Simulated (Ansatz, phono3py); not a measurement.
# Heat carried by phonons in KBr (Fm-3m), part 3 of 4

Wanted: κ(T), lifetimes and mean free paths for KBr.

Experimental results on record:
- thermal conductivity 3.4 W/m/K near room temperature (given in “Combining the AFLOW GIBBS and Elastic Libraries to efficiently and robustly screen thermo-mechanical properties of solids”, 2017, arXiv:1611.05714)
- thermal conductivity 3.4 W/m/K near room temperature (given in “Predicting the lattice thermal conductivity of solids by solving the Boltzmann transport equation: AFLOW - AAPL an automated, accurate and efficient framework”, 2017, arXiv:1611.05481)

Ansatz 0.2.0; DFT LDA, scalar-relativistic, plane waves, PAW; PAW set soft_1.

So far. Step 2 (Probe on a coarse mesh): The start is under -1.6 GPa at this level and looks like an insulator or semiconductor on this mesh. Step 5 (Relaxing to small residual forces and stress): The residual pressure is -1.8e-6 GPa, small enough for phonons. The relaxed cell has a = 6.372 Å (conventional setting).

### Step 6. A cheap rung, k-mesh 6×6×6, q-mesh of the transport sums 11×11×11

A small supercell and a short cutoff cost little, and show how far such settings carry.

Contents of input.yaml:

```yaml
crystal:
  lattice:
    - [0.0, 3.1859975229, 3.1859975229]
    - [3.1859975229, 0.0, 3.1859975229]
    - [3.1859975229, 3.1859975229, 0.0]
  atoms:
    - { symbol: K, position: [0.0, 0.0, 0.0] }
    - { symbol: Br, position: [0.5, 0.5, 0.5] }
kpoints:
  mp_grid: { grid: [6, 6, 6] }
hamiltonian:
  xc: lda
  pseudopotentials: { kind: paw, azcp: { folder: soft_1 }, xc_functional: pbe }
scf:
  occupations: { method: fixed }
  lower_state_search: "off"
output:
  eigenvalues: true
phonons:
  method: fd
  dielectric: true
  supercell: [2, 2, 2]
  temperatures: { t_max: 1000, t_step: 50 }
  qpath:
    path:
      - [[0.0, 0.0, 0.0], [0.5, 0.0, 0.5], [0.625, 0.25, 0.625]]
      - [[0.375, 0.375, 0.75], [0.0, 0.0, 0.0], [0.5, 0.5, 0.5], [0.5, 0.25, 0.75], [0.5, 0.0, 0.5]]
    npoints: 10
  third_order: { supercell: [2, 2, 2], pair_cutoff: 3.336 }
  lattice_thermal_conductivity:
    qmesh: [11, 11, 11]
    temperatures: [100.0, 150.0, 200.0, 300.0, 400.0, 500.0]
    isotope_mass_variance:
      - { species: Br, variance: 0.0001563 }
      - { species: K, variance: 0.000164 }
```

On the command line:

```sh
$ ansatz run input.yaml --threads 8 --pin off --max-ram 19456MiB --backend cpu --events-out ev --progress --plain --runs-dir out
```

Numbers of over 12 decimals in the logs are rounded to 6 here.

The program printed:

```text
Warning: phonons.dielectric: true without phonons.rigid_motions: the static dielectric tensor ε⁰ will be withheld (ε∞, Z* and the rows of modes are given); for a crystal or a slab, whose only rigid motions are the translations, set phonons.rigid_motions: translations
[...]
Crystal: 16 atoms, lattice volume = 517.436 Å³
Basis set: ecut = 420 eV, 10081 PW (Γ)
Bands: 80, of which v1, the nominal top of the filled ones, is band 64 counted from 1 (63 counted from 0)
Symmetry: 384 space group operations
k-points: 4 of 27
[...]
SCF iter   1: F=—  HF=-33549.199504 eV  |F-HF|=—  |Δ(HF+E_count)|=         —  Δρ=1.17e-7  dr2=3.75e-11  ethr=1.00e-12  ⟨swp⟩=3.0  Hψ=800  notcnv=0
[...]
SCF iter   2: F=-33549.199504 eV  HF=-33549.199504 eV  |F-HF|=0.00e0  |Δ(HF+E_count)|=  7.28e-12  Δρ=5.81e-8  dr2=8.11e-12  ethr=1.00e-12  ⟨swp⟩=3.0  Hψ=816  notcnv=0
SCF 1 converged in 2 iterations: F = -33549.199504 eV  dr2 = 8.11e-12
[...]
Crystal: 2 atoms, lattice volume = 64.679 Å³
Basis set: ecut = 420 eV, 1243 PW (Γ), exchange–correlation on 64×64×64 points (8 copies of the dense FFT grid, shifted against one another)
Bands: 12, of which v1, the nominal top of the filled ones, is band 8 counted from 1 (7 counted from 0)
Symmetry: 48 space group operations
k-points: 30 of 216 (irreducible under 8 space group operations, time reversal used)
[...]
SCF iter   3: F=-4193.649938 eV  HF=-4193.649938 eV  |F-HF|=2.64e-11  |Δ(HF+E_count)|=  4.73e-11  Δρ=3.06e-7  dr2=3.83e-11  ethr=1.00e-12  ⟨swp⟩=4.0  Hψ=1811  notcnv=0
SCF 2 converged in 3 iterations: F = -4193.649938 eV  dr2 = 3.83e-11
[...]
NSCF: frozen V_eff on 2 k-points
DFPT response loops at Γ: preconditioner auto → none (the input reference at scf.mixing.eps_inf says where Resta's filter doesn't serve); β = 0.50; Broyden in place of MSR1
Symmetry: 8 space group operations
k-points: 6 of 27 (time reversal used)
[...]
SCF iter   6: F=-33549.199497 eV  HF=-33549.199497 eV  |F-HF|=0.00e0  |Δ(HF+E_count)|=  4.37e-11  Δρ=2.54e-8  dr2=4.38e-12  ethr=1.00e-12  ⟨swp⟩=4.0  Hψ=2028  notcnv=0
SCF 3 converged in 6 iterations: F = -33549.199497 eV  dr2 = 4.38e-12
[...]
SCF iter   6: F=-33549.199497 eV  HF=-33549.199497 eV  |F-HF|=7.28e-12  |Δ(HF+E_count)|=  1.46e-11  Δρ=1.44e-8  dr2=1.34e-12  ethr=1.00e-12  ⟨swp⟩=5.0  Hψ=1992  notcnv=0
SCF 4 converged in 6 iterations: F = -33549.199497 eV  dr2 = 1.34e-12
[...]
Symmetry: 96 space group operations
k-points: 6 of 27
[...]
SCF iter   3: F=-33549.199504 eV  HF=-33549.199504 eV  |F-HF|=7.28e-12  |Δ(HF+E_count)|=    0.00e0  Δρ=4.08e-8  dr2=6.20e-12  ethr=1.00e-12  ⟨swp⟩=1.0  Hψ=926  notcnv=0
SCF 5 converged in 3 iterations: F = -33549.199504 eV  dr2 = 6.20e-12
Symmetry: 6 space group operations
[...]
SCF iter   7: F=-33549.198540 eV  HF=-33549.198540 eV  |F-HF|=8.73e-11  |Δ(HF+E_count)|=  3.20e-10  Δρ=1.35e-7  dr2=1.75e-10  ethr=1.00e-12  ⟨swp⟩=4.0  Hψ=1488  notcnv=0
SCF 6 converged in 7 iterations: F = -33549.198540 eV  dr2 = 1.75e-10
Symmetry: 2 space group operations
k-points: 10 of 27 (time reversal used)
[...]
SCF iter   7: F=-33549.196459 eV  HF=-33549.196459 eV  |F-HF|=0.00e0  |Δ(HF+E_count)|=  9.82e-10  Δρ=1.22e-7  dr2=7.83e-11  ethr=1.00e-12  ⟨swp⟩=4.0  Hψ=2680  notcnv=0
SCF 7 converged in 7 iterations: F = -33549.196459 eV  dr2 = 7.83e-11
[...]
SCF iter   7: F=-33549.198689 eV  HF=-33549.198689 eV  |F-HF|=1.67e-10  |Δ(HF+E_count)|=  3.20e-10  Δρ=1.54e-7  dr2=2.58e-10  ethr=1.00e-12  ⟨swp⟩=4.0  Hψ=2440  notcnv=0
SCF 8 converged in 7 iterations: F = -33549.198689 eV  dr2 = 2.58e-10
Symmetry: 1 space group operations
k-points: 14 of 27 (time reversal used)
[...]
SCF iter   7: F=-33549.197644 eV  HF=-33549.197644 eV  |F-HF|=2.47e-10  |Δ(HF+E_count)|=  5.38e-10  Δρ=1.99e-7  dr2=4.26e-10  ethr=1.00e-12  ⟨swp⟩=4.0  Hψ=3609  notcnv=0
SCF 9 converged in 7 iterations: F = -33549.197644 eV  dr2 = 4.26e-10
[...]
SCF 17 converged in 6 iterations: F = -33549.198585 eV  dr2 = 2.58e-10
[...]
SCF iter   6: F=-33549.196599 eV  HF=-33549.196599 eV  |F-HF|=3.64e-11  |Δ(HF+E_count)|=   1.02e-8  Δρ=3.60e-7  dr2=7.61e-10  ethr=1.00e-12  ⟨swp⟩=3.0  Hψ=3033  notcnv=0
SCF 18 converged in 6 iterations: F = -33549.196599 eV  dr2 = 7.61e-10
[...]
SCF iter   6: F=-33549.198727 eV  HF=-33549.198727 eV  |F-HF|=0.00e0  |Δ(HF+E_count)|=   2.81e-9  Δρ=1.92e-7  dr2=2.12e-10  ethr=1.00e-12  ⟨swp⟩=4.0  Hψ=2680  notcnv=0
SCF 19 converged in 6 iterations: F = -33549.198727 eV  dr2 = 2.12e-10
[...]
SCF iter   7: F=-33549.197644 eV  HF=-33549.197644 eV  |F-HF|=3.64e-11  |Δ(HF+E_count)|=  3.20e-10  Δρ=1.25e-7  dr2=1.20e-10  ethr=1.00e-12  ⟨swp⟩=4.0  Hψ=3557  notcnv=0
SCF 20 converged in 7 iterations: F = -33549.197644 eV  dr2 = 1.20e-10
[...]
SCF iter   6: F=-33549.198025 eV  HF=-33549.198025 eV  |F-HF|=1.38e-10  |Δ(HF+E_count)|=   8.91e-9  Δρ=3.23e-7  dr2=8.03e-10  ethr=1.00e-12  ⟨swp⟩=3.0  Hψ=3235  notcnv=0
SCF 21 converged in 6 iterations: F = -33549.198025 eV  dr2 = 8.03e-10
[...]
SCF iter   7: F=-33549.197279 eV  HF=-33549.197279 eV  |F-HF|=5.09e-11  |Δ(HF+E_count)|=  3.20e-10  Δρ=1.30e-7  dr2=1.41e-10  ethr=1.00e-12  ⟨swp⟩=4.0  Hψ=2440  notcnv=0
SCF 22 converged in 7 iterations: F = -33549.197279 eV  dr2 = 1.41e-10
[...]
SCF iter   6: F=-33549.197592 eV  HF=-33549.197592 eV  |F-HF|=9.46e-11  |Δ(HF+E_count)|=   1.06e-8  Δρ=3.12e-7  dr2=7.99e-10  ethr=1.00e-12  ⟨swp⟩=3.0  Hψ=4463  notcnv=0
SCF 23 converged in 6 iterations: F = -33549.197592 eV  dr2 = 7.99e-10
[...]
SCF iter   6: F=-33549.197993 eV  HF=-33549.197993 eV  |F-HF|=2.55e-10  |Δ(HF+E_count)|=   8.65e-9  Δρ=3.41e-7  dr2=9.28e-10  ethr=1.00e-12  ⟨swp⟩=3.1  Hψ=3215  notcnv=0
SCF 24 converged in 6 iterations: F = -33549.197993 eV  dr2 = 9.28e-10
[...]
SCF iter   7: F=-33549.197644 eV  HF=-33549.197644 eV  |F-HF|=7.28e-12  |Δ(HF+E_count)|=  2.40e-10  Δρ=1.20e-7  dr2=8.56e-11  ethr=1.00e-12  ⟨swp⟩=4.0  Hψ=3621  notcnv=0
SCF 25 converged in 7 iterations: F = -33549.197644 eV  dr2 = 8.56e-11
[...]
SCF iter   6: F=-33549.197600 eV  HF=-33549.197600 eV  |F-HF|=2.04e-10  |Δ(HF+E_count)|=   1.04e-8  Δρ=3.15e-7  dr2=8.74e-10  ethr=1.00e-12  ⟨swp⟩=3.0  Hψ=4525  notcnv=0
SCF 26 converged in 6 iterations: F = -33549.197600 eV  dr2 = 8.74e-10
[...]
SCF iter   6: F=-33549.197181 eV  HF=-33549.197181 eV  |F-HF|=4.37e-11  |Δ(HF+E_count)|=   1.24e-8  Δρ=3.55e-7  dr2=8.97e-10  ethr=1.00e-12  ⟨swp⟩=3.2  Hψ=3156  notcnv=0
SCF 27 converged in 6 iterations: F = -33549.197181 eV  dr2 = 8.97e-10
SCF converged after 2 iterations
Free energy (F): -33549.199504 eV
[...]
Internal energy: -33549.199504 eV  (E = F + TS)
E sigma→0 (E₀):  -33549.199504 eV
Fermi energy:    1.562592 eV
[...]
--- Band table (eV) ---
  k-point 0: bands = [... 60 lower, 1.2286, 1.5626, 1.5626, 1.5626, 5.8833, 6.9797, 6.9797, 6.9797, ... 12 higher]
  k-point 1: bands = [... 60 lower, 1.2148, 1.2148, 1.4402, 1.4402, 6.6329, 7.4762, 7.4762, 7.4762, ... 12 higher]
  k-point 2: bands = [... 60 lower, 1.2912, 1.2912, 1.4556, 1.4556, 6.7775, 7.3141, 7.8382, 7.8382, ... 12 higher]
  k-point 3: bands = [... 60 lower, 1.2694, 1.2997, 1.2997, 1.3183, 7.4897, 7.7114, 7.7114, 8.1079, ... 12 higher]
--- Phonons: 2 displaced members + reference (amplitude 0.0025 Å, Σ member SCF iterations 12) ---
  symmetry images taken by strict's conditions (phonons.symmetry_images: auto; settled by no image being taken that strict refuses); asymmetry of the core-correction force 5.5e-14 eV/Å at the most on a site, 4.0e-13 eV/Å summed over every site of the supercell
  ASR residual: 2.800e-4 → 0.000e0 eV/Å²; symmetrization residual: 9.307e-5 eV/Å²
  largest component of a force at the reference: 6.5e-29 eV/Å
  ASR residual per site (eV/Å²): 2.80e-4 6.35e-5
  Γ frequencies (cm⁻¹): 0.00 0.00 0.00 129.91 129.91 129.91
  Unit cell's response to a homogeneous field, on a k mesh of 6×6×6: 1 representative field direction (Σ response iterations 7)
  ε∞ (high-frequency dielectric tensor):
        2.757888    -0.000000     0.000000
        0.000000     2.757888    -0.000000
        0.000000     0.000000     2.757888
  ε⁰ (static dielectric tensor): not given — the deck does not say what the cell's rigid motions are, and on a molecule in a box or a wire the rigid rotations would enter the sum over the modes at Γ. For a crystal or a slab, whose only rigid motions are the translations, set phonons.rigid_motions: translations.
  Born effective charges Z* (e; rows j = field, columns β = displacement):
    site 0:
         1.10150   -0.00000    0.00000
         0.00000    1.10150    0.00000
         0.00000   -0.00000    1.10150
    site 1:
        -1.10150    0.00000    0.00000
         0.00000   -1.10150   -0.00000
         0.00000    0.00000   -1.10150
  Z* charge neutrality: 4.288e-5 e pre-enforcement
  k-mesh period / interband length: 27.0 Å / 1.46 Å = 18.49 at k = (0.0000, 0.0000, 0.0000), direct gap 4.321 eV — 14 or more, which is no proof of convergence
  optical modes at Γ without the LO–TO term, one row a degenerate level:
      ω (cm⁻¹)  modes    IR ((D/Å)²/amu)
        129.91      3             3.1987
  optical modes at Γ + LO–TO along q̂ = [1.0000, 0.0000, 0.0000]:
      ω (cm⁻¹)  modes    IR ((D/Å)²/amu)
        129.91      2             2.1325
        172.12      1             1.0662
  optical modes at Γ + LO–TO along q̂ = [0.0000, 1.0000, 0.0000]:
      ω (cm⁻¹)  modes    IR ((D/Å)²/amu)
        129.91      2             2.1325
        172.12      1             1.0662
  optical modes at Γ + LO–TO along q̂ = [0.0000, 0.0000, 1.0000]:
      ω (cm⁻¹)  modes    IR ((D/Å)²/amu)
        129.91      2             2.1325
        172.12      1             1.0662
  density of states and harmonic sums: on the 18×18×18 q-mesh, interpolated from the force constants of a 2×2×2 supercell (with the dipole–dipole term)
  largest difference from the sums on the solved wave vectors: F 8.67e-2 eV, S 1.19e-4 and C_V 3.22e-5 eV/K
  zero-point energy: 0.036785 eV/cell   skipped modes (ω ≤ 0): 3   left out of the sums: 8.57e-5 of the cell's modes: C_V's classical limit lies that fraction below 3 k_B per atom; for a crystal, a wire or a layer, F and S can be off by more, and a phonons.interpolated_qmesh denser along its periods is the remedy for the sampling
--- Third-order force constants: 22 member SCFs in a 2×2×2 supercell (pair cutoff 3.336 Å, amplitude 0.03 Å, SCF threshold 1.00e-9 eV, Σ member SCF iterations 143) ---
[...]
38 force-constant blocks with the first atom in the home cell, fitted with 6 parameters over 4 symmetry orbits; no atom triplet left out
  sum-rule residual: 9.841e-2 → 8.327e-17 eV/Å³; symmetrization residual: 3.186e-3 eV/Å³; largest sum-rule correction relative to its orbit: 3.054e-2, on the orbit of the block of home site 0 with site 1 of cell (-1, -1, 0) and site 0 of cell (0, 0, 0), whose norm before the correction was 4.203e0 eV/Å³
--- Lattice thermal conductivity: 11×11×11 mesh (56 irreducible points), tetrahedron method ---
  three-phonon and isotope scattering only; four-phonon, boundary and, in a metal, phonon-electron scattering are left out
  each conductivity is what the modes' populations carry and what the coherences between them add
  conductivity (a third of the tensor's trace), W/(m K), in the relaxation-time approximation and from the full solution:
       T (K)   relaxation time   full solution  iterations             ending  least Ritz value
      100.00           15.0841         15.0937           8          converged          6.606e-1
      150.00            9.7149          9.7281           8          converged          6.519e-1
      200.00            7.2211          7.2345           8          converged          6.478e-1
      300.00            4.8098          4.8215           8          converged          6.440e-1
      400.00            3.6264          3.6363           8          converged          6.421e-1
      500.00            2.9223          2.9307           8          converged          6.411e-1
```

Wall time 1.9 min (8 threads of Arm Neoverse V1, shared host); peak memory 1.8 GiB; 15 min of CPU time.

Numbers from this step:

- Γ frequencies: 0, 0, 0, 129.9, 129.9, 129.9 cm⁻¹ (negative: imaginary)
- lowest frequency on the path: 0 cm⁻¹
- zero-point energy: 0.03678 eV/cell
- point group: m-3m
- highest frequency: 172.1 cm⁻¹
- Debye temperature from the second moment: 196 K
- κ at 300 K (relaxation time): 4.81 W/m/K
- κ at 300 K (full solution): 4.821 W/m/K
- dipole term: run
- mean free path at half of κ: 17.2 nm
- share of κ above the three lowest branches: 0.059
- third-order blocks: 38
- periodic aliases dropped: 0
- largest relative sum-rule correction: 0.03054
- displaced cells, third order: 22

W/m/K. Kappa, by row:

```tsv
T (K)	RTA xx	RTA yy	RTA zz	full xx	full yy	full zz	coherence part xx	coherence part yy	coherence part zz	ending	iterations	least Ritz value
100	15.08	15.08	15.08	15.09	15.09	15.09	0.0206	0.0206	0.0206	converged	8	0.661
150	9.715	9.715	9.715	9.728	9.728	9.728	0.03112	0.03112	0.03112	converged	8	0.652
200	7.221	7.221	7.221	7.234	7.234	7.234	0.03958	0.03958	0.03958	converged	8	0.648
300	4.81	4.81	4.81	4.821	4.821	4.821	0.05308	0.05308	0.05308	converged	8	0.644
400	3.626	3.626	3.626	3.636	3.636	3.636	0.06392	0.06392	0.06392	converged	8	0.642
500	2.922	2.922	2.922	2.931	2.931	2.931	0.07306	0.07306	0.07306	converged	8	0.641
```

This rung gives 4.81 W/(m K) at 300 K by relaxation time, but with 16 atoms, 1 neighbour distance inside the cutoff and a 11×11×11 mesh it is a test, not the conductivity of the crystal.

(Part 3 of 4 ends here.)

[Logs are printed without paths, hosts, clocks, repeated set-up lines and the standing remarks that a program may print on its own settings, such as how far it seeks lower states.]

[Hosts, paths, dates, database ids (printed as entryN), source tags and the programs' standing remarks are cut or masked in the printed files.]

[A step with changed settings may run another functional than the one named; its input shows which.]
